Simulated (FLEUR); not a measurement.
# Co (c factor at fixed volume 1.1 on the database's cell): from one collinear state to anisotropy

Aim: the anisotropy of Co (c factor at fixed volume 1.1 on the database's cell) from single passes in the potential of one collinear state.

Method: PBE; all-electron FLAPW, Dirac cores, scalar-relativistic bands, in FLEUR MaX-R8.1.

## (1) Starting point

The structure is hexagonal, space group P6_3/mmc (No. 194). The conventional cell has a = 2.391 Å, b = 2.391 Å, c = 4.477 Å, α = 90.00°, β = 90.00°, γ = 120.00°. Nearest to Co lie 12 Co at 2.39 to 2.63 Å.

The cell is strained on purpose: c factor at fixed volume 1.1 on the database's cell.

## (2) The magnetic state

The force theorems are single passes in this state's potential, so it has to be converged first.

No symmetry is used, so that later steps may turn the spins freely; k and −k are joined. inpgen writes inp.xml from crystal.txt; cutoffs, mixing, functional, smearing and local orbitals are then set in the file. The k list scf (kpts.xml, not shown) is a Γ-centred 14×14×6 mesh; where the ranks do not divide the number of points, some are split in two of half the weight.

Input file inp.xml:

```
<?xml version="1.0" encoding="UTF-8" standalone="no"?>
<fleurInput fleurInputVersion="0.39">
   <comment>
      Co
   </comment>
   <calculationSetup>
      <cutoffs Kmax="3.73" Gmax="11.2" GmaxXC="11.2" numbands="0"/>
      <scfLoop itmax="110" minDistance="0.00002" maxIterBroyd="15" imix="Anderson" alpha="0.05" precondParam="0.0" spinf="2.0" sdNocoIR="T"/>
      <coreElectrons ctail="F" frcor="F" kcrel="0" coretail_lmax="0"/>
      <xcFunctional name="pbe" relativisticCorrections="F"/>
      <magnetism jspins="2" l_noco="F" l_ss="F">
         <qss>0.0 0.0 0.0</qss>
         <mtNocoParams l_mperp="F" l_mtNocoPot="F" l_relaxSQA="F" mag_mixing_scheme="0" mix_RelaxWeightOffD="1.0" l_constrained="F" mix_constr="1.0"/>
         <sourceFreeMag l_sourceFree="F" l_scaleMag="F" mag_scale="1.0"/>
      </magnetism>
      <soc l_soc="F" theta="0.0" phi="0.0" spav="F"/>
      <expertModes spex="0" secvar="F"/>
      <geometryOptimization l_f="F" forcealpha="1.0" forcemix="BFGS" epsdisp="0.00001" epsforce="0.00001"/>
      <ldaU l_linMix="F" mixParam="0.05" spinf="1.0"/>
   </calculationSetup>
   <cell>
      <bzIntegration valenceElectrons="34.0" mode="hist" fermiSmearingEnergy="0.00183747">
         <kPointListSelection listName="scf"/>
         <xi:include xmlns:xi="http://www.w3.org/2001/XInclude" href="kpts.xml"> </xi:include>
      </bzIntegration>
      <xi:include xmlns:xi="http://www.w3.org/2001/XInclude" href="sym.xml"> </xi:include>
      <bulkLattice scale="1.0">
         <bravaisMatrix>
            <row-1>    4.5177911098776011     0.0000000004346370     0.0000000000000000</row-1>
            <row-2>   -2.2588955553167458     3.9125218699209641     0.0000000000000000</row-2>
            <row-3>    0.0000000000000000     0.0000000000000000     8.4600959899604931</row-3>
         </bravaisMatrix>
      </bulkLattice>
   </cell>
   <atomSpecies>
      <species name="Cobalt (Co2.000" element="Co" atomicNumber="27">
         <mtSphere radius="2.2" gridPoints="727" logIncrement="0.017"/>
         <atomicCutoffs lmax="8" lnonsphr="6"/>
         <electronConfig flipSpins="F">
            <coreConfig>(1s1/2) (2s1/2) (2p1/2) (2p3/2)</coreConfig>
            <valenceConfig>(3s1/2) (3p1/2) (3p3/2) (4s1/2) (3d3/2) (3d5/2)</valenceConfig>
            <stateOccupation state="(3d3/2)" spinUp="1.5" spinDown="1.3"/>
            <stateOccupation state="(3d5/2)" spinUp="3.0" spinDown="1.2"/>
         </electronConfig>
         <energyParameters s="4" p="4" d="3" f="4"/>
         <lo type="SCLO" l="0" n="3" eDeriv="0"/>
         <lo type="SCLO" l="1" n="3" eDeriv="0"/>
      </species>
   </atomSpecies>
   <atomGroups>
      <atomGroup species="Cobalt (Co2.000">
         <relPos label="                   1">1.000/3.000 -1.000/3.000 1.000/4.000</relPos>
         <force calculate="T" relaxXYZ="TTT"/>
         <nocoParams  alpha="0.0" beta="0.0"/>
      </atomGroup>
      <atomGroup species="Cobalt (Co2.000">
         <relPos label="                   2">-1.000/3.000 1.000/3.000 -1.000/4.000</relPos>
         <force calculate="T" relaxXYZ="TTT"/>
         <nocoParams  alpha="0.0" beta="0.0"/>
      </atomGroup>
   </atomGroups>
   <output dos="F" band="F" slice="F">
      <bandDOS minEnergy="-.5*Htr" maxEnergy="0.5*Htr" sigma="0.015" storeEVData="T"/>
      <plotting iplot="0" polar="F">
         <plot TwoD="T" vec1="  1.0  0.0  0.0" vec2="  0.0  1.0  0.0" vec3="  0.0  0.0  1.0" zero="  0.0  0.0  0.0" file="plot"/>
      </plotting>
      <moessbauerParams electricFieldGradient="F" isomerShift="F" coreHyperfine="F" valenceHyperfine="F"/>
   </output>
</fleurInput>
```

Input file crystal.txt:

```
Co
&input film=F cartesian=F /
2.39071209900  0.00000000023  0.00000000000
-1.19535604970  2.07041741075  0.00000000000
0.00000000000  0.00000000000  4.47689000000
1.8897261246
1.0 1.0 1.0

2
27 0.33333333333  0.66666666667  0.25000000000 : 2.000
27 0.66666666667  0.33333333333  0.75000000000 : 2.000

&kpt div1=14 div2=14 div3=6 gamma=T /
```

Run with:

```
$ OMP_NUM_THREADS=1 inpgen -f crystal.txt -nosym -noco > inpgen.log  # inp.xml is then edited as shown
$ OMP_NUM_THREADS=1 mpirun -n 4 fleur_MPI > fleur.log
```

The program printed:

```text
Welcome to FLEUR        (www.flapw.de)
      MaX-Release 8.1          (www.max-centre.eu)

 ========== k-point set info ==========
 Selected k-point list: scf
 k-point list type: mesh
 0 x 0 x 0
 Number of k points: 592

 ------------Calculation Setup---------------------------
 Number of MPI-tasks      :            4
 Number of PE/node        :            4
 Number of OMP-threads    :            1
 k-points in parallel     :            4
 pe's per k-point         :            1
 No of k-point loops      :          148
 Eigenvalue solver        :       lapack
 Number of basis functions:          154
 Approximate size of matrices (H+S) per k-point:         0.001 GB
 --------------------------------------------------------
 Iteration:     1   Distance:       8.79451064 me/bohr^3
 Iteration:     2   Distance:       7.53546465 me/bohr^3
 Iteration:     3   Distance:       4.99605096 me/bohr^3
 Iteration:     4   Distance:       2.47482468 me/bohr^3
 Iteration:     5   Distance:       1.43560513 me/bohr^3
 Iteration:     6   Distance:       0.63209638 me/bohr^3
 Iteration:     7   Distance:       0.44890309 me/bohr^3
 Iteration:     8   Distance:       0.12445478 me/bohr^3
 Iteration:     9   Distance:       0.12940593 me/bohr^3
 Iteration:    10   Distance:       0.03071180 me/bohr^3
 Iteration:    11   Distance:       0.02911126 me/bohr^3
 Iteration:    12   Distance:       0.00725213 me/bohr^3
 Iteration:    13   Distance:       0.00465017 me/bohr^3
 Iteration:    14   Distance:       0.00050085 me/bohr^3
 Iteration:    15   Distance:       0.00048530 me/bohr^3
 Iteration:    16   Distance:       0.00046561 me/bohr^3
 Iteration:    17   Distance:       0.00011022 me/bohr^3
 Iteration:    18   Distance:       0.00008906 me/bohr^3
 Iteration:    19   Distance:       0.00003812 me/bohr^3
 Iteration:    20   Distance:       0.00000806 me/bohr^3

 ********************************************************************
 Run finished successfully
 Stop message:
   all done
 ********************************************************************

--- out.xml (last complete iteration) ---
<iteration numberForCurrentRun="   20" overallNumber="   20">
         <energyParameters units="Htr">
            <atomicEP atomType="1" spin="1" branch="4s" branchLowest="-3.16" branchHighest="2.02" value="0.1950914155"/>
            <atomicEP atomType="1" spin="1" branch="4p" branchLowest="-1.80" branchHighest="2.64" value="0.3307870032"/>
            <atomicEP atomType="1" spin="1" branch="3d" branchLowest="-9.99" branchHighest="0.40" value="0.2659404534"/>
            <atomicEP atomType="1" spin="1" branch="4f" branchLowest="-9.99" branchHighest="3.82" value="0.6470389715"/>
            <loAtomicEP atomType="1" spin="1" branch="3s" branchLowest="-32.42" branchHighest="-3.16" value="-3.1713046700"/>
            <loAtomicEP atomType="1" spin="1" branch="3p" branchLowest="-27.67" branchHighest="-1.80" value="-1.8216773439"/>
            <atomicEP atomType="2" spin="1" branch="4s" branchLowest="-3.16" branchHighest="2.02" value="0.1950914155"/>
            <atomicEP atomType="2" spin="1" branch="4p" branchLowest="-1.80" branchHighest="2.64" value="0.3307870032"/>
            <atomicEP atomType="2" spin="1" branch="3d" branchLowest="-9.99" branchHighest="0.40" value="0.2659404534"/>
            <atomicEP atomType="2" spin="1" branch="4f" branchLowest="-9.99" branchHighest="3.82" value="0.6470389715"/>
            <loAtomicEP atomType="2" spin="1" branch="3s" branchLowest="-32.42" branchHighest="-3.16" value="-3.1713046700"/>
            <loAtomicEP atomType="2" spin="1" branch="3p" branchLowest="-27.67" branchHighest="-1.80" value="-1.8216773439"/>
            <atomicEP atomType="1" spin="2" branch="4s" branchLowest="-3.09" branchHighest="2.07" value="0.1892152582"/>
            <atomicEP atomType="1" spin="2" branch="4p" branchLowest="-1.73" branchHighest="2.68" value="0.3205621582"/>
            <atomicEP atomType="1" spin="2" branch="3d" branchLowest="-9.99" branchHighest="0.48" value="0.3180940715"/>
            <atomicEP atomType="1" spin="2" branch="4f" branchLowest="-9.99" branchHighest="3.87" value="0.6337603802"/>
            <loAtomicEP atomType="1" spin="2" branch="3s" branchLowest="-32.38" branchHighest="-3.09" value="-3.0954660287"/>
            <loAtomicEP atomType="1" spin="2" branch="3p" branchLowest="-27.64" branchHighest="-1.73" value="-1.7478731849"/>
            <atomicEP atomType="2" spin="2" branch="4s" branchLowest="-3.09" branchHighest="2.07" value="0.1892152582"/>
            <atomicEP atomType="2" spin="2" branch="4p" branchLowest="-1.73" branchHighest="2.68" value="0.3205621582"/>
            <atomicEP atomType="2" spin="2" branch="3d" branchLowest="-9.99" branchHighest="0.48" value="0.3180940715"/>
            <atomicEP atomType="2" spin="2" branch="4f" branchLowest="-9.99" branchHighest="3.87" value="0.6337603802"/>
            <loAtomicEP atomType="2" spin="2" branch="3s" branchLowest="-32.38" branchHighest="-3.09" value="-3.0954660287"/>
            <loAtomicEP atomType="2" spin="2" branch="3p" branchLowest="-27.64" branchHighest="-1.73" value="-1.7478731849"/>
         </energyParameters>
         <bandgap value="0.0000003353" units="eV"/>
         <sumValenceSingleParticleEnergies value="-29.0958263981" units="Htr"/>
         <FermiEnergy value="0.3628293410" units="Htr"/>
         <valenceDensity>
            <mtCharges spin="1">
               <mtCharge atomType="1" total="8.7511733" s="1.1860944" p="3.1543882" d="4.3951500" f="0.0117740"/>
               <mtCharge atomType="2" total="8.7511733" s="1.1860944" p="3.1543882" d="4.3951500" f="0.0117740"/>
            </mtCharges>
            <mtCharges spin="2">
               <mtCharge atomType="1" total="7.0541117" s="1.1915786" p="3.1864275" d="2.6615208" f="0.0113482"/>
               <mtCharge atomType="2" total="7.0541117" s="1.1915786" p="3.1864275" d="2.6615208" f="0.0113482"/>
            </mtCharges>
            <spinDependentCharge spin="1" total="18.6325560" interstitial="1.1302094" mtSpheres="17.5023466"/>
            <spinDependentCharge spin="2" total="15.3674440" interstitial="1.2592206" mtSpheres="14.1082234"/>
            <totalCharge value="34.0000000000"/>
         </valenceDensity>
         <coreStates atomType="     1" atomicNumber=" 27" spin="1" kinEnergy="    624.7504145089" eigValSum="   -393.8029162913" lostElectrons=" 0.000000">
            <state n="1" l="0" j="0.5" energy="-278.3548596794" weight="1.0000000000"/>
            <state n="2" l="0" j="0.5" energy="-32.4205910451" weight="1.0000000000"/>
            <state n="2" l="1" j="0.5" energy="-28.0387264767" weight="1.0000000000"/>
            <state n="2" l="1" j="1.5" energy="-27.4943695451" weight="2.0000000000"/>
         </coreStates>
         <coreStates atomType="     1" atomicNumber=" 27" spin="2" kinEnergy="    625.1113521043" eigValSum="   -393.6859707216" lostElectrons=" 0.000000">
            <state n="1" l="0" j="0.5" energy="-278.3551593578" weight="1.0000000000"/>
            <state n="2" l="0" j="0.5" energy="-32.3845910033" weight="1.0000000000"/>
            <state n="2" l="1" j="0.5" energy="-28.0122059038" weight="1.0000000000"/>
            <state n="2" l="1" j="1.5" energy="-27.4670072283" weight="2.0000000000"/>
         </coreStates>
         <coreStates atomType="     2" atomicNumber=" 27" spin="1" kinEnergy="    624.7504145089" eigValSum="   -393.8029162914" lostElectrons=" 0.000000">
            <state n="1" l="0" j="0.5" energy="-278.3548596794" weight="1.0000000000"/>
            <state n="2" l="0" j="0.5" energy="-32.4205910452" weight="1.0000000000"/>
            <state n="2" l="1" j="0.5" energy="-28.0387264767" weight="1.0000000000"/>
            <state n="2" l="1" j="1.5" energy="-27.4943695451" weight="2.0000000000"/>
         </coreStates>
         <coreStates atomType="     2" atomicNumber=" 27" spin="2" kinEnergy="    625.1113521043" eigValSum="   -393.6859707217" lostElectrons=" 0.000000">
            <state n="1" l="0" j="0.5" energy="-278.3551593579" weight="1.0000000000"/>
            <state n="2" l="0" j="0.5" energy="-32.3845910034" weight="1.0000000000"/>
            <state n="2" l="1" j="0.5" energy="-28.0122059038" weight="1.0000000000"/>
            <state n="2" l="1" j="1.5" energy="-27.4670072283" weight="2.0000000000"/>
         </coreStates>
         <allElectronCharges>
            <spinDependentCharge spin="1" total="28.6325560" interstitial="1.1302094" mtSpheres="27.5023466"/>
            <spinDependentCharge spin="2" total="25.3674440" interstitial="1.2592206" mtSpheres="24.1082234"/>
            <totalCharge value="54.0000000002"/>
         </allElectronCharges>
         <magneticMomentsInMTSpheres units="muBohr">
            <globalMagMoment atomType="1" vec="0.00000   0.00000   1.69706"/>
            <localMagMoment atomType="1" vec="0.00000   0.00000   1.69706"/>
            <globalMagMoment atomType="2" vec="0.00000   0.00000   1.69706"/>
            <localMagMoment atomType="2" vec="0.00000   0.00000   1.69706"/>
         </magneticMomentsInMTSpheres>
         <moessbauerParams unitsHFF="kG" unitsIS="e/bohr^3" unitsEFG="Htr/bohr^2">
         </moessbauerParams>
         <totalEnergy value="    -2786.9401253510" units="Htr">
            <sumOfEigenvalues value="    -1604.0736004242">
               <coreElectrons value="-1574.9777740261"/>
               <valenceElectrons value="-29.0958263981"/>
            </sumOfEigenvalues>
            <densityCoulombPotentialIntegral value="-4277.2802268886"/>
            <densityEffectivePotentialIntegral value="-4432.3329404492"/>
            <chargeDenXCDenIntegral value="-119.4020089253"/>
            <FockExchangeEnergyValence value="0.0000000000"/>
            <FockExchangeEnergyCore value="0.0000000000"/>
            <atomTypeDependentContributions atomType="1">
               <electronNucleiInteractionDifferentMTs value="1666.9711899624"/>
               <MadelungTerm value="-11.6074815409"/>
            </atomTypeDependentContributions>
            <atomTypeDependentContributions atomType="2">
               <electronNucleiInteractionDifferentMTs value="1666.9711899622"/>
               <MadelungTerm value="-11.6074815409"/>
            </atomTypeDependentContributions>
            <tkbTimesEntropy value="0.0006323547"/>
            <freeEnergy value="-2786.9407577057"/>
            <extrapolationTo0K value="-2786.9404415284"/>
         </totalEnergy>
         <densityConvergence units="me/bohr^3">
            <chargeDensity spin="1" distance="0.0000050799"/>
            <chargeDensity spin="2" distance="0.0000049857"/>
            <overallChargeDensity distance="0.0000080595"/>
            <spinDensity distance="0.0000060306"/>
         </densityConvergence>
      </iteration>
```

Run time: 86 s. Hardware: 4 MPI ranks of Intel Xeon 6975P-C (Granite Rapids), shared host; peak memory 0.47 GiB.

This step gave:

- free energy: -75836.5214 eV
- program's band gap on this mesh (in a metal only a level spacing): 3.35e-7 eV
- magnetization: 3.265 μB
- final state: ferromagnetic
- largest moment: 1.697 μB

After 20 cycles the largest moment stands at 1.70 μB.

## (3) Energy against the direction of the moments, rung 1

Anisotropy is a small difference, so it is taken from sums over occupied states at a frozen potential, where most errors cancel.

One pass with spin–orbit coupling for each direction, from the saved density. Inversion lets half of the mesh serve, which the program's warning doesn't know. The k list mae (kpts.xml, not shown) is a Γ-centred 18×18×9 mesh.

inp.xml, as its differences from that of step 2:

```diff
@@ -6,4 +6,4 @@
    <calculationSetup>
-      <cutoffs Kmax="3.73" Gmax="11.2" GmaxXC="11.2" numbands="0"/>
-      <scfLoop itmax="110" minDistance="0.00002" maxIterBroyd="15" imix="Anderson" alpha="0.05" precondParam="0.0" spinf="2.0" sdNocoIR="T"/>
+      <cutoffs Kmax="3.73" Gmax="11.2" GmaxXC="11.2" numbands="74"/>
+      <scfLoop itmax="1" minDistance="0.00002" maxIterBroyd="15" imix="Anderson" alpha="0.05" precondParam="0.0" spinf="2.0" sdNocoIR="T"/>
       <coreElectrons ctail="F" frcor="F" kcrel="0" coretail_lmax="0"/>
@@ -15,3 +15,3 @@
       </magnetism>
-      <soc l_soc="F" theta="0.0" phi="0.0" spav="F"/>
+      <soc l_soc="T" theta="0.0" phi="0.0" spav="F"/>
       <expertModes spex="0" secvar="F"/>
@@ -22,3 +22,3 @@
       <bzIntegration valenceElectrons="34.0" mode="hist" fermiSmearingEnergy="0.00183747">
-         <kPointListSelection listName="scf"/>
+         <kPointListSelection listName="mae"/>
          <xi:include xmlns:xi="http://www.w3.org/2001/XInclude" href="kpts.xml"> </xi:include>
@@ -68,2 +68,5 @@
    </output>
+   <forceTheorem>
+      <MAE theta="0.0 1.5707963 1.5707963 0.7853982" phi="0.0 0.0 0.5235988 0.0"/>
+   </forceTheorem>
 </fleurInput>
```

Run with:

```
$ OMP_NUM_THREADS=1 mpirun -n 4 fleur_MPI -warn_only > fleur.log
```

The program printed:

```text
[banner, memory and clock lines left out]
Welcome to FLEUR        (www.flapw.de)
      MaX-Release 8.1          (www.max-centre.eu)
************FLEUR-Warning*****************
Error message: k-point set is not compatible to missing time-reversal symmetry in calculation.
Error occurred in subroutine: gen_bz
Error from PE:0/4
Other PEs with error messages:
     1-k-point set is not compatible to missing time-reversal symmetry in calculation.
*****************************************
************FLEUR-Warning*****************
Error message: k-point set is not compatible to missing time-reversal symmetry in calculation.
Error occurred in subroutine: gen_bz
Error from PE:1/4
*****************************************

 ========== k-point set info ==========
 Selected k-point list: mae
 k-point list type: mesh
 0 x 0 x 0
 Number of k points: 1460

 [... set-up left out ...]
 ********************************************************************
 Run finished successfully
 Stop message:
   Forcetheorem MAE
 ********************************************************************

--- out.xml (force theorem) ---
<Forcetheorem_MAE Angles="4" units="Htr">
            <Angle theta="0.0000000" phi="0.0000000" ev-sum="-29.097393698"/>
            <Angle theta="1.5707963" phi="0.0000000" ev-sum="-29.097401650"/>
            <Angle theta="1.5707963" phi="0.5235988" ev-sum="-29.097401624"/>
            <Angle theta="0.7853982" phi="0.0000000" ev-sum="-29.097397752"/>
         </Forcetheorem_MAE>
```

It took 72 s on 4 MPI ranks; peak memory 1.3 GiB.

Anisotropy energies, by row:

```csv
axis,x,y,z,band energy less the first axis' (meV a cell)
[001],0,0,1,0
[100],1,0,0,-0.2164
[210],0.866,0.5,0,-0.2157
45 degrees from [001] toward [100],0.7071,0,0.7071,-0.1103
```

Indices are those of the standard conventional cell; x, y, z give the same directions in the axes of the input.

## (4) Anisotropy by the force theorem, rung 2

A second rung shows how far the first can be trusted.

The k list mae (kpts.xml, not shown) is a Γ-centred 27×27×13 mesh.

inp.xml is that of step 3.

The program printed:

```text
[banner, memory and clock lines left out]
Welcome to FLEUR        (www.flapw.de)
      MaX-Release 8.1          (www.max-centre.eu)
************FLEUR-Warning*****************
Error message: k-point set is not compatible to missing time-reversal symmetry in calculation.
Error occurred in subroutine: gen_bz
Error from PE:0/4
Other PEs with error messages:
     3-k-point set is not compatible to missing time-reversal symmetry in calculation.
*****************************************

 ========== k-point set info ==========
 Selected k-point list: mae
 k-point list type: mesh
 0 x 0 x 0
 Number of k points: 4740

 [... set-up left out ...]
 ********************************************************************
 Run finished successfully
 Stop message:
   Forcetheorem MAE
 ********************************************************************

--- out.xml (force theorem) ---
<Forcetheorem_MAE Angles="4" units="Htr">
            <Angle theta="0.0000000" phi="0.0000000" ev-sum="-29.097304361"/>
            <Angle theta="1.5707963" phi="0.0000000" ev-sum="-29.097315460"/>
            <Angle theta="1.5707963" phi="0.5235988" ev-sum="-29.097315465"/>
            <Angle theta="0.7853982" phi="0.0000000" ev-sum="-29.097309928"/>
         </Forcetheorem_MAE>
```

It took 3.9 min on 4 MPI ranks; peak memory 3.7 GiB; 16 min of CPU time.

Anisotropy energies, by row:

| axis | x | y | z | band energy less the first axis' (meV a cell) |
| --- | --- | --- | --- | --- |
| [001] | 0 | 0 | 1 | 0 |
| [100] | 1 | 0 | 0 | -0.302 |
| [210] | 0.866 | 0.5 | 0 | -0.3022 |
| 45 degrees from [001] toward [100] | 0.7071 | 0 | 0.7071 | -0.1515 |

(Part 1 of 2 ends here.)

[Logs and program files are shortened in this print: banners, set-up blocks, solver, clock and traceback lines can be left out without a mark of their own.]

[Logs are printed without paths, hosts, clocks, repeated set-up lines and the standing remarks that a program may print on its own settings, such as how far it seeks lower states.]

[Hosts, paths, dates, database ids (printed as entryN), source tags and the programs' standing remarks are cut or masked in the printed files.]

[Where a cell is said to come from a database of computed structures, the database is the Materials Project.]
